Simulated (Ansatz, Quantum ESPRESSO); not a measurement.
# LaHg (Pm-3m): zone-centre phonons, part 2 of 2

Aim: the zone-centre modes of LaHg (Pm-3m).

Quantum ESPRESSO 7.5; DFT LDA, scalar-relativistic, plane waves, JTH PAW pseudopotentials.

So far. Step 2 (A probe with smearing): No gap opens on this mesh, so smearing is kept; the start stands at -3.1 GPa. Step 4 (Ground state): The cell stands at 0.002 GPa, close enough for phonons. The relaxed cell has a = 3.802 Å (conventional setting).

### Step 5. Linear response at Γ

At q = 0 one unit cell holds all displacements; symmetry groups them into irreducible representations that are solved one by one. With smeared occupations no response to a homogeneous field can be asked.

ph.in

```
phonons
 &inputph
    prefix='x',
    outdir='./tmp',
    fildyn='g.dyn',
    tr2_ph=1.0d-18,
    alpha_mix(1)=0.4,
    nmix_ph=8,
 /
0.000000000 0.000000000 0.000000000
```

Launch:

```sh
$ OMP_NUM_THREADS=1 mpirun -n 4 ph.x -nk 4 -in ph.in > ph.out
```

Output:

```text
[banners, grids, parts of the stress and lines that vanish by symmetry left out]
[banner, memory and clock lines left out]
Program PHONON v.7.5

     ./tmp/x.save/

     file La.upf: wavefunction(s)  5S 6S 5P 0P 5D 0D 4F 0F renormalized
     file Hg.upf: wavefunction(s)  6S 0S 6P 0P 5D 0D renormalized

     IMPORTANT: XC functional enforced from input :
     Exchange-correlation= PW
                           (   1   4   0   0   0   0   0)
     Any further DFT definition will be discarded
     Please, verify this is what you really want

     G-vector sticks info

     Check: negative core charge=   -0.000009
     Reading collected, re-writing distributed wavefunctions in ./tmp/

     Number and degeneracy of irreps per q-point
       N         xq(1)         xq(2)         xq(3)   N irreps
       1   0.000000000   0.000000000   0.000000000       2
        3   3

     Calculation of q =    0.0000000   0.0000000   0.0000000

     phonons

     bravais-lattice index     =            0
     lattice parameter (alat)  =       7.1839  a.u.
     unit-cell volume          =     370.7537 (a.u.)^3
     number of atoms/cell      =            2
     number of atomic types    =            2
     kinetic-energy cut-off    =      40.0000  Ry
     charge density cut-off    =     200.0000  Ry
     convergence threshold     =      1.0E-18
     beta                      =       0.4000
     number of iterations used =            8
     Exchange-correlation= PW
                           (   1   4   0   0   0   0   0)

     celldm(1)=    7.18393  celldm(2)=    0.00000  celldm(3)=    0.00000
     celldm(4)=    0.00000  celldm(5)=    0.00000  celldm(6)=    0.00000

     crystal axes: (cart. coord. in units of alat)
               a(1) = (  1.0000  0.0000  0.0000 )
               a(2) = (  0.0000  1.0000  0.0000 )
               a(3) = (  0.0000  0.0000  1.0000 )

     reciprocal axes: (cart. coord. in units 2 pi/alat)
               b(1) = (  1.0000  0.0000  0.0000 )
               b(2) = (  0.0000  1.0000  0.0000 )
               b(3) = (  0.0000  0.0000  1.0000 )

     Atoms inside the unit cell:

     Cartesian axes

     site n.  atom      mass           positions (alat units)
        1  La    138.9055   tau(    1) = (    0.50000    0.50000    0.50000  )
        2  Hg    200.5920   tau(    2) = (    0.00000    0.00000    0.00000  )

     Computing dynamical matrix for
                    q = (   0.0000000   0.0000000   0.0000000 )

     49 Sym.Ops. (with q -> -q+G )

     G cutoff =  261.4532  (  17773 G-vectors)     FFT grid: ( 36, 36, 36)
     G cutoff =  209.1626  (  12797 G-vectors)  smooth grid: ( 30, 30, 30)

     number of k points=    35  Marzari-Vanderbilt smearing, width (Ry)=  0.0200
                       cart. coord. in units 2pi/alat
        k(    1) = (   0.0000000   0.0000000   0.0000000), wk =   0.0039062
        k(    2) = (   0.0000000   0.0000000   0.1250000), wk =   0.0234375
        k(    3) = (   0.0000000   0.0000000   0.2500000), wk =   0.0234375
        [... further k-points left out ...]

     PseudoPot. # 1 for La read from file:
     ./pseudo/La.upf
     Pseudo is Projector augmented-wave + core cor, Zval = 11.0
     Shape of augmentation charge: SINC**2
     Using radial grid of 1101 points,  8 beta functions with:
                l(1) =   0
                l(2) =   0
                l(3) =   1
                l(4) =   1
                l(5) =   2
                l(6) =   2
                l(7) =   3
                l(8) =   3
     Q(r) pseudized with 0 coefficients

     PseudoPot. # 2 for Hg read from file:
     ./pseudo/Hg.upf
     Pseudo is Projector augmented-wave + core cor, Zval = 12.0
     Shape of augmentation charge: SINC**2
     Using radial grid of 1128 points,  6 beta functions with:
                l(1) =   0
                l(2) =   0
                l(3) =   1
                l(4) =   1
                l(5) =   2
                l(6) =   2
     Q(r) pseudized with 0 coefficients

     Mode symmetry, O_h (m-3m)  point group:

     Atomic displacements:
     There are    2 irreducible representations

     Representation     1      3 modes -  To be done

     Representation     2      3 modes -  To be done

     Alpha used in Ewald sum =   1.9000

     Representation #   1 modes #   1   2   3

     Self-consistent Calculation
      thresh= 1.000E-02 alpha_mix =  0.400 |ddv_scf|^2 =  2.330E-06
      thresh= 1.527E-04 alpha_mix =  0.400 |ddv_scf|^2 =  4.852E-08
      thresh= 2.203E-05 alpha_mix =  0.400 |ddv_scf|^2 =  2.975E-09
      thresh= 5.454E-06 alpha_mix =  0.400 |ddv_scf|^2 =  9.885E-11
      thresh= 9.942E-07 alpha_mix =  0.400 |ddv_scf|^2 =  7.041E-13
      thresh= 8.391E-08 alpha_mix =  0.400 |ddv_scf|^2 =  1.224E-13
      thresh= 3.498E-08 alpha_mix =  0.400 |ddv_scf|^2 =  2.045E-15
      thresh= 4.522E-09 alpha_mix =  0.400 |ddv_scf|^2 =  2.252E-18
      thresh= 1.501E-10 alpha_mix =  0.400 |ddv_scf|^2 =  6.041E-19

     End of self-consistent calculation

     Convergence has been achieved

     Representation #   2 modes #   4   5   6

     Self-consistent Calculation
      thresh= 1.000E-02 alpha_mix =  0.400 |ddv_scf|^2 =  9.040E-07
      thresh= 9.508E-05 alpha_mix =  0.400 |ddv_scf|^2 =  1.209E-08
      thresh= 1.099E-05 alpha_mix =  0.400 |ddv_scf|^2 =  1.462E-09
      thresh= 3.823E-06 alpha_mix =  0.400 |ddv_scf|^2 =  5.880E-11
      thresh= 7.668E-07 alpha_mix =  0.400 |ddv_scf|^2 =  1.302E-12
      thresh= 1.141E-07 alpha_mix =  0.400 |ddv_scf|^2 =  5.003E-14
      thresh= 2.237E-08 alpha_mix =  0.400 |ddv_scf|^2 =  2.857E-15
      thresh= 5.345E-09 alpha_mix =  0.400 |ddv_scf|^2 =  7.452E-18
      thresh= 2.730E-10 alpha_mix =  0.400 |ddv_scf|^2 =  1.436E-18
      thresh= 1.199E-10 alpha_mix =  0.400 |ddv_scf|^2 =  1.270E-20

     End of self-consistent calculation

     Convergence has been achieved

     Number of q in the star =    1
     List of q in the star:
          1   0.000000000   0.000000000   0.000000000

     Diagonalizing the dynamical matrix

     q = (    0.000000000   0.000000000   0.000000000 )

 **************************************************************************
     freq (    1) =      -0.018196 [THz] =      -0.606969 [cm-1]
     freq (    2) =      -0.018196 [THz] =      -0.606969 [cm-1]
     freq (    3) =      -0.018196 [THz] =      -0.606969 [cm-1]
     freq (    4) =       2.534042 [THz] =      84.526537 [cm-1]
     freq (    5) =       2.534042 [THz] =      84.526537 [cm-1]
     freq (    6) =       2.534042 [THz] =      84.526537 [cm-1]
 **************************************************************************

     Mode symmetry, O_h (m-3m)  point group:

     freq (   1-   3) =         -0.6  [cm-1]   --> T_1u G_15  G_4- I
     freq (   4-   6) =         84.5  [cm-1]   --> T_1u G_15  G_4- I
```

The job ended after 3.6 min (4 MPI ranks of Arm Neoverse N1, shared host; 14 min of CPU time).

Numbers from this step:

| Item | Value |
| --- | --- |
| largest acoustic frequency at the zone centre before the sum rule | -0.61 cm⁻¹ |
| highest optical zone-centre mode (no LO-TO term) | 84.53 cm⁻¹ |
| lowest optical zone-centre mode | 84.53 cm⁻¹ |

Optical modes; normalised displacements of the dynamical-matrix file. Modes at Γ, with each element's share of the kinetic energy:

| mode | frequency (cm⁻¹) | symmetry | La % | Hg % |
| --- | --- | --- | --- | --- |
| 1 | 84.5 | T1u | 59 | 41 |
| 2 | 84.5 | T1u | 59 | 41 |
| 3 | 84.5 | T1u | 59 | 41 |

Displacements in mode 1 (84.5 cm⁻¹), the largest set to 1:
```
La1  0.00  0.00 -1.00
Hg2  0.00  0.00  0.69
```

The acoustic modes at Γ come out as far as 0.6 cm⁻¹ from zero, where they should vanish, a small numerical error.

### Step 6. Modes with the sum rule

A rigid shift of the crystal must cost nothing, but grids and finite bases break this; the acoustic sum rule is imposed before the matrix is diagonalised again.

dynmat.in

```
 &input
    fildyn='g.dyn',
    asr='simple',
 /
```

Launch:

```sh
$ dynmat.x -in dynmat.in > dynmat.out
```

Output:

```text
[banner, memory and clock lines left out]
Program DYNMAT v.7.5

     Reading Dynamical Matrix from file g.dyn
     ...Force constants read
     ...epsilon and Z* not read (not found on file)
     A direction for q was not specified:TO-LO splitting will be absent

     Polarizability (A^3 units)
     multiply by 1.000000 for Clausius-Mossotti correction
         0.000000    0.000000    0.000000
         0.000000    0.000000    0.000000
         0.000000    0.000000    0.000000

     IR activities are in (D/A)^2/amu units

# mode   [cm-1]    [THz]      IR
    1     -0.00   -0.0000    0.0000
    2     -0.00   -0.0000    0.0000
    3      0.00    0.0000    0.0000
    4     84.53    2.5340    0.0000
    5     84.53    2.5340    0.0000
    6     84.53    2.5340    0.0000
```

Elapsed: 0.48 s, on 1 thread.

Zone-centre frequencies as printed; negative means imaginary. Modes:

```
mode  frequency (cm⁻¹)
   1                 0
   2                 0
   3                 0
   4             84.53
   5             84.53
   6             84.53
```

The rule moves no optical mode by more than 0.1 cm⁻¹.

### Step 7. Sum rules set otherwise: a sum rule for molecules or wires on a crystal

This rule also removes rotations, which suits wires and not a crystal; it is tried to see the harm.

dynmat.in

```
 &input
    fildyn='g.dyn',
    asr='one-dim',
 /
```

Launch:

```sh
$ dynmat.x -in dynmat.in > dynmat.out
```

Output:

```text
[banner, memory and clock lines left out]
Program DYNMAT v.7.5

     Reading Dynamical Matrix from file g.dyn
     ...Force constants read
     ...epsilon and Z* not read (not found on file)
asr rotation axis in 1D system=    3
     Acoustic Sum Rule: || Z*(ASR) - Z*(orig)|| =    0.000000E+00
     Acoustic Sum Rule: ||dyn(ASR) - dyn(orig)||=    8.875716E-02
     A direction for q was not specified:TO-LO splitting will be absent

     Polarizability (A^3 units)
     multiply by 1.000000 for Clausius-Mossotti correction
         0.000000    0.000000    0.000000
         0.000000    0.000000    0.000000
         0.000000    0.000000    0.000000

     IR activities are in (D/A)^2/amu units

# mode   [cm-1]    [THz]      IR
    1     -0.00   -0.0000    0.0000
    2     -0.00   -0.0000    0.0000
    3      0.00    0.0000    0.0000
    4      0.00    0.0000    0.0000
    5     84.52    2.5340    0.0000
    6     84.52    2.5340    0.0000
```

The job ended after 0.48 s (1 thread).

The program raised no error, yet the settings are not those of a careful run.

The fault: a sum rule for molecules or wires on a crystal; 1 optical mode is projected out to zero frequency, as if it were a rotation.

For a crystal the rule has to be 'simple' or 'crystal'.

Zone-centre frequencies as printed; negative means imaginary. Modes:

```csv
mode,frequency (cm⁻¹)
1,0
2,0
3,0
4,0
5,84.52
6,84.52
```

### Step 8. Sum rules set otherwise (asr no)

Without the rule the raw error of the acoustic modes shows.

dynmat.in

```
 &input
    fildyn='g.dyn',
    asr='no',
 /
```

Launch:

```sh
$ dynmat.x -in dynmat.in > dynmat.out
```

Output:

```text
[banner, memory and clock lines left out]
Program DYNMAT v.7.5

     Reading Dynamical Matrix from file g.dyn
     ...Force constants read
     ...epsilon and Z* not read (not found on file)
     A direction for q was not specified:TO-LO splitting will be absent

     Polarizability (A^3 units)
     multiply by 1.000000 for Clausius-Mossotti correction
         0.000000    0.000000    0.000000
         0.000000    0.000000    0.000000
         0.000000    0.000000    0.000000

     IR activities are in (D/A)^2/amu units

# mode   [cm-1]    [THz]      IR
    1     -0.61   -0.0182    0.0000
    2     -0.61   -0.0182    0.0000
    3     -0.61   -0.0182    0.0000
    4     84.53    2.5340    0.0000
    5     84.53    2.5340    0.0000
    6     84.53    2.5340    0.0000
```

The job ended after 0.48 s (1 thread).

Zone-centre frequencies as printed; negative means imaginary. Modes:

```
mode  frequency (cm⁻¹)
   1             -0.61
   2             -0.61
   3             -0.61
   4             84.53
   5             84.53
   6             84.53
```

Against the first rule no mode moves by more than 0.7 cm⁻¹.

### Step 9. A second program

The same cell goes through another code, with its own cutoff. Its k mesh is centred on Γ.

This step: DFT LDA, scalar-relativistic, plane waves, PseudoDojo norm-conserving pseudopotentials (Ansatz 0.2.0).

input.yaml

```yaml
crystal:
  lattice:
    - [3.80156988, 0.0, 0.0]
    - [0.0, 3.80156988, 0.0]
    - [0.0, 0.0, 3.80156988]
  atoms:
    - { symbol: La, position: [0.5, 0.5, 0.5] }
    - { symbol: Hg, position: [0.0, 0.0, 0.0] }
kpoints:
  mp_grid: { grid: [8, 8, 8] }
hamiltonian:
  xc: lda
  pseudopotentials: { kind: nc, accuracy: standard }
scf:
  occupations: { method: cold, width: 0.27211 }
output:
  eigenvalues: true
phonons:
  method: dfpt
```

Launch:

```sh
$ ansatz run input.yaml --threads 4 --pin off --max-ram 8192MiB --backend cpu --events-out ev --progress --plain --runs-dir out
```

Output:

```text
Error: no pseudopotential record for La at <dir> Nothing was run.
  By this build's list the table `kind: nc`, `accuracy: standard` of `hamiltonian.pseudopotentials` has no La in this build's library.
Fix: take La from another table that serves this run, or name a record of your own for La alone.
  `kind`, and `accuracy` or `source` (`level` with this project's own files alone, `core` of norm-conserving files with no table named), under `hamiltonian.pseudopotentials` apply to every element of the deck. For LDA this build's library has files of La, which may not all serve this run, under
    kind: paw      source: jth
  To change La alone, name a record of the deck's `kind` under `hamiltonian.pseudopotentials.azcp`, as `La: <path>` (`python -m ansatz.pseudopotential add <file.upf> <file.azcp>` makes one from a UPF file).
  `python` is the interpreter of the environment that holds the engine's wheel, or a checkout's `.venv/bin/python`.
```

The job ended after 0.03 s (4 threads; peak memory 0.06 GiB).

The program refused the input: “Error: no pseudopotential record for La at <dir> Nothing was run”.

### Step 10. Cross-check with Ansatz

The same cell goes through another code, with its own cutoff. Its k mesh is centred on Γ.

input.yaml: that of step 9 with these lines changed.

```diff
@@ -18,2 +18,3 @@
 phonons:
-  method: dfpt
+  method: fd
+  supercell: [1, 1, 1]
```

Output:

```text
Error: no pseudopotential record for La at <dir> Nothing was run.
  By this build's list the table `kind: nc`, `accuracy: standard` of `hamiltonian.pseudopotentials` has no La in this build's library.
Fix: take La from another table that serves this run, or name a record of your own for La alone.
  `kind`, and `accuracy` or `source` (`level` with this project's own files alone, `core` of norm-conserving files with no table named), under `hamiltonian.pseudopotentials` apply to every element of the deck. For LDA this build's library has files of La, which may not all serve this run, under
    kind: paw      source: jth
  To change La alone, name a record of the deck's `kind` under `hamiltonian.pseudopotentials.azcp`, as `La: <path>` (`python -m ansatz.pseudopotential add <file.upf> <file.azcp>` makes one from a UPF file).
  `python` is the interpreter of the environment that holds the engine's wheel, or a checkout's `.venv/bin/python`.
```

It took 0.03 s on 4 threads; peak memory 0.06 GiB.

The program refused the input: “Error: no pseudopotential record for La at <dir> Nothing was run”.

### Step 11. Results

```
space group after relaxation                                           : Pm-3m
volume per atom                                                        : 27.5 Å³
highest optical zone-centre mode (no LO-TO term)                       : 84.5 cm⁻¹
imaginary optical modes at the zone centre (no q mesh in this session) : none
```

What this shows: At the LDA level the optical modes of LaHg (Pm-3m) at the zone centre lie at 85 cm⁻¹. These are harmonic frequencies at zero temperature: anharmonic shifts and linewidths and thermal expansion are left out. Spin-orbit coupling is left out, which can matter for the heavy elements here. In a metal the frequencies hang on the k mesh and the smearing, most of all near Kohn anomalies. The runs are without spin polarisation, although the cell has an odd electron count or an open d or f shell, so a magnetic state was not tested.

[Host names and launcher messages were left out of these logs when they were recorded.]

[Logs are printed without paths, hosts, clocks, repeated set-up lines and the standing remarks that a program may print on its own settings, such as how far it seeks lower states.]

[Hosts, paths, dates, database ids (printed as entryN), source tags and the programs' standing remarks are cut or masked in the printed files.]
